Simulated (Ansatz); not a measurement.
**Tc of Si2Mo (I4/mmm) from its phonons**

Aim: the phonon-mediated transition temperature of Si2Mo (I4/mmm) at ambient pressure, over a range of μ*. The cell shown first is a relaxed one, from steps not shown here.

Program: Ansatz 0.2.0. Level of theory: DFT PBE, scalar-relativistic, plane waves, PAW; PAW set soft_1. Results are calculated unless marked as measured.

## Step 1: The cell after earlier relaxation steps

Symmetry: I4/mmm, No. 139, tetragonal system. The conventional cell has a = 3.217 Å, b = 3.217 Å, c = 7.873 Å, α = 90.00°, β = 90.00°, γ = 90.00°. Si has 5 Si at 2.60 to 2.64 Å and 5 Mo at 2.62 to 2.64 Å nearest. Nearest to Mo lie 10 Si at 2.62 to 2.64 Å. Farther neighbours are not listed.

## Step 2: Resistivity: q 3×3×3, k 9×9×9, scattering 16×16×16

The run that gives the couplings also evaluates McMillan's and Allen and Dynes's formulas and, where asked, the Eliashberg equations, over a range of μ*.

The input, input.yaml:

```yaml
crystal:
  lattice:
    - [-1.6085100514, 1.6085100514, 3.9364916117]
    - [1.6085100514, -1.6085100514, 3.9364916117]
    - [1.6085100514, 1.6085100514, -3.9364916117]
  atoms:
    - { symbol: Si, position: [0.3351179542, 0.3351179542, 0.0] }
    - { symbol: Si, position: [0.6648820458, 0.6648820458, 0.0] }
    - { symbol: Mo, position: [0.0, 0.0, 0.0] }
kpoints:
  mp_grid: { grid: [9, 9, 9] }
hamiltonian:
  xc: pbe
  pseudopotentials: { kind: paw, azcp: { folder: soft_1 } }
scf:
  occupations: { method: methfessel_paxton, width: 0.2 }
output:
  eigenvalues: true
phonons:
  method: dfpt
  qmesh: [3, 3, 3]
  temperatures: { t_max: 1000, t_step: 50 }
  qpath:
    path:
      - [0.0, 0.0, 0.0]
      - [0.0, 0.0, 0.5]
      - [0.25, 0.25, 0.25]
      - [0.0, 0.5, 0.0]
      - [0.0, 0.0, 0.0]
      - [0.5, 0.5, -0.5]
    npoints: 6
  electrical_resistivity:
    mesh: [16, 16, 16]
    temperatures: [20.0, 50.0, 80.0, 100.0, 150.0, 200.0, 273.0, 300.0, 400.0, 500.0, 600.0, 800.0]
  superconductivity: { mesh: [16, 16, 16] }
```

The run is started by

```console
ansatz run input.yaml --threads 16 --pin off --max-ram 92160MiB --backend cuda --events-out ev --progress --plain --runs-dir out --max-vram 78GiB
```

Numbers of over 12 decimals in the logs are rounded to 6 here.

Log:

```text
Warning: phonons: the dynamical matrix that this run interpolates holds no multipole term above the dipole-dipole one, and a site of this crystal is no centre of inversion, so its interpolated transverse optical and acoustic branches and sound speeds can stay off near Gamma, and the density of states and the thermodynamics with them. What a run solves at a wave vector of phonons.qpoints, Gamma apart, where the deck admits one, is free of this, and under fd what a larger phonons.supercell samples
Engine: ansatz 0.2.0, aarch64-unknown-linux-gnu
Pseudopotentials: kind: paw
Pseudopotential: Si, paw, valence charge 4, recommended cutoff 420 eV (normal), soft_1/Si.paw.azcp
Pseudopotential: Mo, paw, valence charge 14, recommended cutoff 420 eV (normal), soft_1/Mo.paw.azcp
Functional definition: PBE
  parameter kappa = 0.804
  parameter beta = 0.066725
  exchange = pbe_x(kappa = kappa, mu = beta*pi^2/3)
  correlation = pbe_c(beta = beta)
[...]
Crystal: 3 atoms, lattice volume = 40.740 Å³
Basis set: ecut = 420 eV, 793 PW (Γ), exchange–correlation on 64×64×64 points (8 copies of the dense FFT grid, shifted against one another)
Bands: 15, of which v1, the nominal top of the filled ones, is band 11 counted from 1 (10 counted from 0)
Symmetry: 16 space group operations
k-points: 75 of 729
Non-local potential: Si, projectors of the file, l = 0: 2, l = 1: 2, l = 2: 1
Non-local potential: Mo, projectors of the file, l = 0: 3, l = 1: 2, l = 2: 2, l = 3: 1
PAW form: soft (Blöchl's): semilocal exchange-correlation on the pseudo side does not see the compensation charge
PAW one-centre angular grid: Si, 110 points (default); XC on 64 Gauss nodes
PAW one-centre angular grid: Mo, 590 points (default); XC on 64 Gauss nodes
Initial density: superposition of atomic densities (chi_scale 0.1, normalization cell, long waves kept (reshape's long-wave potential 0.00 eV rms))
Initial wavefunctions: pseudopotential atomic-orbital guess
[...]
Functional: x = pbe(κ = 0.804, μ = 0.219515), c = pbe(β = 0.066725)
SCF iter   1: F=—  HF=-6230.394145 eV  |F-HF|=—  |Δ(HF+E_count)|=         —  Δρ=9.27e-2  dr2=5.41e0  ethr=3.10e-3  ⟨swp⟩=5.2  Hψ=6082  notcnv=0
preconditioner: auto → Kerker (q_TF=auto, 2.462 Å⁻¹)  [metal: Δε(μ)=0.014 eV  Ē_g=8.036 eV  σ=0.200 eV  W_gap=0.06  n_scr=10 (ndim 8)  ℏωp=21.8 eV  f_vac=0.000  D(μ)=0.83/eV (n_scr^D=2)]
SCF iter   2: F=—  HF=-6229.210988 eV  |F-HF|=—  |Δ(HF+E_count)|=    1.18e0  S|Δr|=    0.00e0  Δρ=3.06e-2  dr2=2.78e-1  ethr=3.10e-3  ⟨swp⟩=2.3  Hψ=2803  notcnv=0
preconditioner: auto → none  [insulator: Δε(μ)=0.208 eV  Ē_g=7.717 eV  σ=0.200 eV  W_gap=0.60  n_scr=10 (ndim 8)  ℏωp=21.8 eV  f_vac=0.000  D(μ)=0.29/eV (n_scr^D=0)  ε∞_Penn≈9.0]
SCF iter   3: F=—  HF=-6229.158989 eV  |F-HF|=—  |Δ(HF+E_count)|=   5.20e-2  S|Δr|=    0.00e0  Δρ=1.07e-2  dr2=2.41e-2  ethr=1.26e-3  ⟨swp⟩=2.7  Hψ=2119  notcnv=0
[...]
SCF iter   9: F=-6229.160111 eV  HF=-6229.160111 eV  |F-HF|=2.73e-12  |Δ(HF+E_count)|=  4.73e-11  S|Δr|=    0.00e0  Δρ=1.34e-7  dr2=5.12e-12  ethr=1.00e-12  ⟨swp⟩=3.5  Hψ=5505  notcnv=0
SCF 1 converged in 9 iterations: F = -6229.160111 eV  dr2 = 5.12e-12
  greatest PAW one-centre occupation: 0.999 electrons in one spin orbital (limit 2), on the Mo atom at site 2 (counted from 0), in its partial waves of l = 0
[...]
iter 1 solved again at ethr=2.87e-8 eV; its pass at ethr=3.10e-3 eV (dr2=6.31e-6 eV) is discarded
SCF iter   1: F=—  HF=-6229.160085 eV  |F-HF|=—  |Δ(HF+E_count)|=         —  Δρ=4.04e-7  dr2=4.79e-11  ethr=2.87e-8  ⟨swp⟩=3.1  Hψ=9539  notcnv=0
eigensolver tolerance schedule: the retry pair's looser diagonalisation over-reported the residual by 131557.74 of it (diagonalisation noise at an unbounded share of the residual, at the tolerance the schedule requests for it); recorded, not acted on — ethr = c·dr2/N_el stays at c = 1.0e-1
[...]
SCF iter   2: F=—  HF=-6229.160111 eV  |F-HF|=—  |Δ(HF+E_count)|=   2.57e-5  S|Δr|=    0.00e0  Δρ=1.98e-7  dr2=1.46e-11  ethr=1.00e-12  ⟨swp⟩=3.0  Hψ=2436  notcnv=0
SCF iter   3: F=-6229.160111 eV  HF=-6229.160111 eV  |F-HF|=0.00e0  |Δ(HF+E_count)|=  1.82e-12  S|Δr|=    0.00e0  Δρ=1.21e-7  dr2=4.05e-12  ethr=1.00e-12  ⟨swp⟩=2.8  Hψ=3253  notcnv=0
SCF 2 converged in 3 iterations: F = -6229.160111 eV  dr2 = 4.05e-12
[...]
SCF 3 converged in 9 iterations: F = -6229.160111 eV  dr2 = 5.23e-12
[...]
SCF converged after 9 iterations
[...]
mean free path at 50 K (of a tensor a third of its trace): 2668 nm by what each carries, 2172 by the Fermi surface alone
  Hall coefficient in a weak field at 50 K (a third of the trace): 1.727e-9 m³/C (as a tensor it moves by 14.1 % between the two finest meshes); by each state's relaxation time: 1.686e-9 m³/C; by a constant relaxation time: 1.215e-9 m³/C
  mean free path at 80 K (of a tensor a third of its trace): 588 nm by what each carries, 493 by the Fermi surface alone
  Hall coefficient in a weak field at 80 K (a third of the trace): 1.830e-9 m³/C (as a tensor it moves by 4.1 % between the two finest meshes); by each state's relaxation time: 1.855e-9 m³/C; by a constant relaxation time: 1.218e-9 m³/C
  mean free path at 100 K (of a tensor a third of its trace): 310 nm by what each carries, 264 by the Fermi surface alone
  Hall coefficient in a weak field at 100 K (a third of the trace): 1.822e-9 m³/C (as a tensor it moves by 4.1 % between the two finest meshes); by each state's relaxation time: 1.851e-9 m³/C; by a constant relaxation time: 1.218e-9 m³/C
  mean free path at 150 K (of a tensor a third of its trace): 114 nm by what each carries, 101 by the Fermi surface alone
  Hall coefficient in a weak field at 150 K (a third of the trace): 1.719e-9 m³/C (as a tensor it moves by 5.5 % between the two finest meshes); by each state's relaxation time: 1.743e-9 m³/C; by a constant relaxation time: 1.218e-9 m³/C
  mean free path at 200 K (of a tensor a third of its trace): 65.2 nm by what each carries, 59.2 by the Fermi surface alone
  Hall coefficient in a weak field at 200 K (a third of the trace): 1.629e-9 m³/C (as a tensor it moves by 6.2 % between the two finest meshes); by each state's relaxation time: 1.645e-9 m³/C; by a constant relaxation time: 1.215e-9 m³/C
  mean free path at 273 K (of a tensor a third of its trace): 39.9 nm by what each carries, 36.9 by the Fermi surface alone
  Hall coefficient in a weak field at 273 K (a third of the trace): 1.560e-9 m³/C (as a tensor it moves by 6.9 % between the two finest meshes); by each state's relaxation time: 1.562e-9 m³/C; by a constant relaxation time: 1.209e-9 m³/C
  mean free path at 300 K (of a tensor a third of its trace): 35.1 nm by what each carries, 32.5 by the Fermi surface alone
  Hall coefficient in a weak field at 300 K (a third of the trace): 1.546e-9 m³/C (as a tensor it moves by 7.0 % between the two finest meshes); by each state's relaxation time: 1.545e-9 m³/C; by a constant relaxation time: 1.207e-9 m³/C
  mean free path at 400 K (of a tensor a third of its trace): 24.6 nm by what each carries, 22.8 by the Fermi surface alone
  Hall coefficient in a weak field at 400 K (a third of the trace): 1.515e-9 m³/C (as a tensor it moves by 7.4 % between the two finest meshes); by each state's relaxation time: 1.506e-9 m³/C; by a constant relaxation time: 1.196e-9 m³/C
  mean free path at 500 K (of a tensor a third of its trace): 19.1 nm by what each carries, 17.7 by the Fermi surface alone
  Hall coefficient in a weak field at 500 K (a third of the trace): 1.499e-9 m³/C (as a tensor it moves by 7.6 % between the two finest meshes); by each state's relaxation time: 1.487e-9 m³/C; by a constant relaxation time: 1.182e-9 m³/C
  mean free path at 600 K (of a tensor a third of its trace): 15.7 nm by what each carries, 14.5 by the Fermi surface alone
  Hall coefficient in a weak field at 600 K (a third of the trace): 1.488e-9 m³/C (as a tensor it moves by 7.7 % between the two finest meshes); by each state's relaxation time: 1.475e-9 m³/C; by a constant relaxation time: 1.165e-9 m³/C
  mean free path at 800 K (of a tensor a third of its trace): 11.6 nm by what each carries, 10.7 by the Fermi surface alone
  Hall coefficient in a weak field at 800 K (a third of the trace): 1.470e-9 m³/C (as a tensor it moves by 7.6 % between the two finest meshes); by each state's relaxation time: 1.455e-9 m³/C; by a constant relaxation time: 1.119e-9 m³/C
  the resistivity times a path that all electrons share, by the Fermi surface of the deck's mesh alone (a third of the trace): 5.323e-15 Ω·m²
  not converged in the mesh (λ; λ_tr; the resistivity at 20 K by 90.73 %; the resistivity at 50 K by 50.33 %; the resistivity at 80 K by 33.07 %; the resistivity at 100 K by 28.32 %; the resistivity at 150 K by 23.71 %; the resistivity at 200 K by 22.22 %; the resistivity at 273 K by 21.03 %; the resistivity at 300 K by 20.64 %; the resistivity at 400 K by 19.27 %; the resistivity at 500 K by 17.95 %; the resistivity [...]
  vibrations of 27 cells: unjudged by the run; compare a larger repeat
  the changes of the potential over all sites missed a rigid shift's by 0.00 % (the site terms' by 0.02 %)
  at the force constants' own smearing the fine mesh and the k-points of their solves give squared frequencies that differ by 1.9 % of the larger at the most, at (0, 0, 0.3333)
--- Superconductivity: potentials and phonons of a 3×3×3 supercell ---
           mesh         λ    ħω_log (meV)  μ* declared at (meV)
       16×16×16    0.0900          28.905               34.388
          8×8×8    0.0745          30.565               34.799
          4×4×4    0.0888          30.628               33.493
  λ by the species' shares of the modes' patterns: Si 0.0521, Mo 0.0379
  with the Fermi level up to 55.2 meV (the hardest mode) off, states and modes as they are: density of states 0.1163 to 0.1389 /eV of one spin and cell, λ 0.0811 to 0.0978
  transition temperature on the deck's mesh (K), isotropic and anisotropic, restricted to the Fermi surface (FSR) and over the full bandwidth (FBW), and the last with the density of states resolved in a narrower window:
        μ*   McMillan   Allen–Dynes      iso. FSR      iso. FBW    aniso. FSR    aniso. FBW  narrow window
      0.08      0.000         0.000    none_found    none_found    none_found    none_found     none_found
      0.10          -             -    none_found    none_found    none_found    none_found     none_found
      0.12          -             -    none_found    none_found    none_found    none_found     none_found
      0.13          -             -    none_found    none_found    none_found    none_found     none_found
      0.14          -             -    none_found    none_found    none_found    none_found     none_found
      0.16          -             -    none_found    none_found    none_found    none_found     none_found
      0.20          -             -    none_found    none_found    none_found    none_found     none_found
  none_found: no transition down to 0.1 K
  isotope coefficients −∂ln Tc/∂ln M under μ* = 0.13, the force constants as they are, of the isotropic transitions restricted to the Fermi surface and over the full bandwidth: Si - and -, Mo - and -
  not converged in the mesh (λ): between neighbouring meshes, the two finest first, λ moves by 17.29 % and 19.18 % and the anisotropic transition temperature over the full bandwidth at μ* = 0.13 by nothing (neither mesh has one) and nothing (neither mesh has one); converged means that the two finest part by at most 2.00 % and 5.00 %
  vibrations of 27 cells: unjudged by the run; compare a larger repeat
  the changes of the potential over all sites missed a rigid shift's by 0.00 % (the site terms' by 0.02 %)
  at the force constants' own smearing the fine mesh and the k-points of their solves give squared frequencies that differ by 1.9 % of the larger at the most, at (0, 0, 0.3333)
```

The job ended after 25 s (1 × NVIDIA GB200 with 16 threads of Arm Neoverse V2, shared host; peak memory 3.2 GiB; 3 min of CPU time).

The column dr2 measures how far the density is from self-consistency, as an energy; F and HF (Harris–Foulkes) agree once it is small.

Numbers from this step:

* volume per atom: 13.58 Å³/atom
* metallic on mesh: yes
* gap on the k-mesh: 0 eV
* zero-point energy: 0.1572 eV/cell
* share of imaginary modes in the plain interpolation between solved wavevectors: 0
* highest frequency, solved or plainly interpolated: 447.9 cm⁻¹
* Debye temperature (second moment): 543 K
* resistivity at 300 K: 16.46 μΩ cm, mean of the axes
* coupling constant λ: 0.09004
* density of states at the Fermi level: 0.13 states/eV a spin and cell
* log mean phonon energy ħω_log: 28.91 meV
* transport coupling constant λ_tr: 0.08638, 0.08638, 0.09099 (xx, yy, zz)
* Drude plasma energy: 2.172, 2.172, 2.716 eV (xx, yy, zz)
* resistivity times mean free path: 58.56, 58.56, 42.56 × 10⁻¹⁶ Ω m² (xx, yy, zz)
* second-moment phonon energy ħω₂: 34.39 meV

An empty cell: under 1 mK by a formula, or no transition down to the floor of the Eliashberg search. Transition temperatures:

```
  μ*  McMillan Tc (K)  Allen–Dynes Tc (K)
0.08                -                   -
 0.1                -                   -
0.12                -                   -
0.13                -                   -
0.14                -                   -
0.16                -                   -
 0.2                -                   -
```

## Step 3: Resistivity: q 4×4×4, k 12×12×12, scattering 20×20×20

The next rung changes the q mesh, which sets the reach of the force constants and couplings; the k mesh of the density and its response; the scattering mesh, which samples the Fermi surface.

input.yaml, as its differences from that of step 2:

```diff
@@ -10,3 +10,3 @@
 kpoints:
-  mp_grid: { grid: [9, 9, 9] }
+  mp_grid: { grid: [12, 12, 12] }
 hamiltonian:
@@ -20,3 +20,3 @@
   method: dfpt
-  qmesh: [3, 3, 3]
+  qmesh: [4, 4, 4]
   temperatures: { t_max: 1000, t_step: 50 }
@@ -32,4 +32,4 @@
   electrical_resistivity:
-    mesh: [16, 16, 16]
+    mesh: [20, 20, 20]
     temperatures: [20.0, 50.0, 80.0, 100.0, 150.0, 200.0, 273.0, 300.0, 400.0, 500.0, 600.0, 800.0]
-  superconductivity: { mesh: [16, 16, 16] }
+  superconductivity: { mesh: [20, 20, 20] }
```

Log:

```text
[...]
Crystal: 3 atoms, lattice volume = 40.740 Å³
Basis set: ecut = 420 eV, 793 PW (Γ), exchange–correlation on 64×64×64 points (8 copies of the dense FFT grid, shifted against one another)
Bands: 15, of which v1, the nominal top of the filled ones, is band 11 counted from 1 (10 counted from 0)
Symmetry: 16 space group operations
k-points: 163 of 1728
[...]
SCF iter   1: F=—  HF=-6230.398123 eV  |F-HF|=—  |Δ(HF+E_count)|=         —  Δρ=9.28e-2  dr2=5.42e0  ethr=3.10e-3  ⟨swp⟩=5.3  Hψ=13226  notcnv=0
[...]
SCF iter   2: F=—  HF=-6229.211275 eV  |F-HF|=—  |Δ(HF+E_count)|=    1.19e0  S|Δr|=    0.00e0  Δρ=3.05e-2  dr2=2.78e-1  ethr=3.10e-3  ⟨swp⟩=2.3  Hψ=6089  notcnv=0
[...]
SCF iter   9: F=-6229.160077 eV  HF=-6229.160077 eV  |F-HF|=4.55e-12  |Δ(HF+E_count)|=  8.28e-11  S|Δr|=    0.00e0  Δρ=1.61e-7  dr2=9.24e-12  ethr=1.00e-12  ⟨swp⟩=3.7  Hψ=11383  notcnv=0
the search or the solves at the SCF's close seem to have found levels that the self-consistency loop had missed (the run counts 1). By its estimate they hold under 1e-12 electrons; where the run keeps them, the occupations were computed again with them
SCF 1 converged in 9 iterations: F = -6229.160077 eV  dr2 = 9.24e-12
[...]
SCF iter   2: F=—  HF=-6229.160077 eV  |F-HF|=—  |Δ(HF+E_count)|=   2.40e-5  S|Δr|=    0.00e0  Δρ=1.84e-7  dr2=1.78e-11  ethr=1.00e-12  ⟨swp⟩=3.1  Hψ=5348  notcnv=0
[...]
SCF 2 converged in 3 iterations: F = -6229.160077 eV  dr2 = 5.24e-12
[...]
SCF 3 converged in 9 iterations: F = -6229.160077 eV  dr2 = 9.32e-12
[...]
SCF converged after 9 iterations
[...]
not converged in the mesh (the resistivity at 20 K by 84.48 %; the resistivity at 50 K by 23.46 %; the resistivity at 80 K by 11.29 %; the resistivity at 100 K by 8.88 %; the resistivity at 150 K by 8.46 %; the resistivity at 200 K by 8.64 %; the resistivity at 273 K by 8.50 %; the resistivity at 300 K by 8.39 %; the resistivity at 400 K by 7.90 %; the resistivity at 500 K by 7.42 %; the resistivity at 600 K by 7.6 [...]
  vibrations of 64 cells: unjudged by the run; compare a larger repeat
[...]
--- Superconductivity: potentials and phonons of a 4×4×4 supercell ---
           mesh         λ    ħω_log (meV)  μ* declared at (meV)
       20×20×20    0.0880          29.106               34.705
       10×10×10    0.0875          29.771               34.745
          5×5×5    0.0926          31.029               34.563
  λ by the species' shares of the modes' patterns: Si 0.0505, Mo 0.0375
[...]
0.08      0.000         0.000    none_found    none_found    none_found    none_found     none_found
      0.10          -             -    none_found    none_found    none_found    none_found     none_found
      0.12          -             -    none_found    none_found    none_found    none_found     none_found
      0.13          -             -    none_found    none_found    none_found    none_found     none_found
      0.14          -             -    none_found    none_found    none_found    none_found     none_found
      0.16          -             -    none_found    none_found    none_found    none_found     none_found
      0.20          -             -    none_found    none_found    none_found    none_found     none_found
  none_found: no transition down to 0.1 K
[...]
converged in the mesh: between neighbouring meshes, the two finest first, λ moves by 0.62 % and 5.86 % and the anisotropic transition temperature over the full bandwidth at μ* = 0.13 by nothing (neither mesh has one) and nothing (neither mesh has one); converged means that the two finest part by at most 2.00 % and 5.00 %
  vibrations of 64 cells: unjudged by the run; compare a larger repeat
[...]
```

The job ended after 61 s (1 × NVIDIA GB200 with 16 threads; peak memory 5.6 GiB).

This step gave:

* zero-point energy: 0.1573 eV/cell
* highest frequency, solved or plainly interpolated: 448.8 cm⁻¹
* resistivity at 300 K: 16.44 μΩ cm, mean of the axes
* coupling constant λ: 0.088
* density of states at the Fermi level: 0.1216 states/eV a spin and cell
* log mean phonon energy ħω_log: 29.11 meV
* transport coupling constant λ_tr: 0.0832, 0.0832, 0.08759 (xx, yy, zz)
* Drude plasma energy: 2.131, 2.131, 2.683 eV (xx, yy, zz)
* resistivity times mean free path: 61.89, 61.89, 43.82 × 10⁻¹⁶ Ω m² (xx, yy, zz)
* second-moment phonon energy ħω₂: 34.70 meV

An empty cell: under 1 mK by a formula, or no transition down to the floor of the Eliashberg search. Transition temperatures:

```
  μ*  McMillan Tc (K)  Allen–Dynes Tc (K)
0.08                -                   -
 0.1                -                   -
0.12                -                   -
0.13                -                   -
0.14                -                   -
0.16                -                   -
 0.2                -                   -
```

[end of part 1 of 2]

[Logs are printed without paths, hosts, clocks, repeated set-up lines and the standing remarks that a program may print on its own settings, such as how far it seeks lower states.]

[Hosts, paths, dates, database ids (printed as entryN), source tags and the programs' standing remarks are cut or masked in the printed files.]
